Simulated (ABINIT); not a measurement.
Planning a run of ABINIT 10.8.3 on Te (P3_121). The input:

```
acell 3*1.0 Angstrom
rprim 
  4.457199999972 0.000000000006 0.000000000000
  -2.228599999992 3.860048429721 0.000000000000
  0.000000000000 0.000000000000 5.929000000000
ntypat 1
znucl 52
natom 3
typat 1 1 1
xred 
  0.263300000000 0.000000000000 0.333333333333
  -0.000000000000 0.263300000000 0.666666666667
  0.736700000000 0.736700000000 -0.000000000000
pp_dirpath "pseudos"
pseudos "Te.upf"
ecut 39
ngkpt 3 3 2
nshiftk 1
shiftk 0 0 0
kptopt 1
chksymbreak 0
istwfk *1
occopt 1
irdwfk 1
optdriver 4
nband 77
gwcalctyp 28
ecutsigx 39
symsigma 0
nkptgw 6
kptgw 
  0.0000000000 0.0000000000 0.0000000000
  0.3333333333 0.0000000000 0.0000000000
  0.3333333333 0.3333333333 0.0000000000
  0.0000000000 0.0000000000 0.5000000000
  0.3333333333 0.0000000000 0.5000000000
  0.3333333333 0.3333333333 0.5000000000
bdgw 
  28 42
  28 42
  28 42
  28 42
  28 42
  28 42
ecuteps 3.2
irdscr 1
ppmodel 1
irdqps 1
rhoqpmix 0.3
indata_prefix "in"
outdata_prefix "out"
tmpdata_prefix "tmp"
```

```sh
OMP_NUM_THREADS=1 mpirun -n 8 abinit run.abi > log
```

Q: Estimate wall time and host memory on 8 MPI ranks of Intel Xeon Platinum 8259CL at 2.50GHz (Skylake/Cascade Lake), shared host.

It took 71 s; on shared hardware allow 35 s to 2.4 min. Peak host memory was 3.2 GiB.

[Paths, hosts, dates, memory and timing lines, banners, echoed tables and standing remarks are left out of the program output.]

[Logs are printed without paths, hosts, clocks, repeated set-up lines and the standing remarks that a program may print on its own settings, such as how far it seeks lower states.]

[Runs of the session that timed out or met a known fault of the program may be left out.]

[Hosts, paths, dates, database ids (printed as entryN), source tags and the programs' standing remarks are cut or masked in the printed files.]

[G0W0 gaps are taken among the corrected bands and points alone; a level outside them can change the order at an edge.]

[Where Ansatz stands beside ABINIT at settings called matched, ABINIT's density can come from a denser mesh and the files from another edition; pairs whose starting gaps differed by over 0.03 eV were left out, so agreement reads better than it is.]
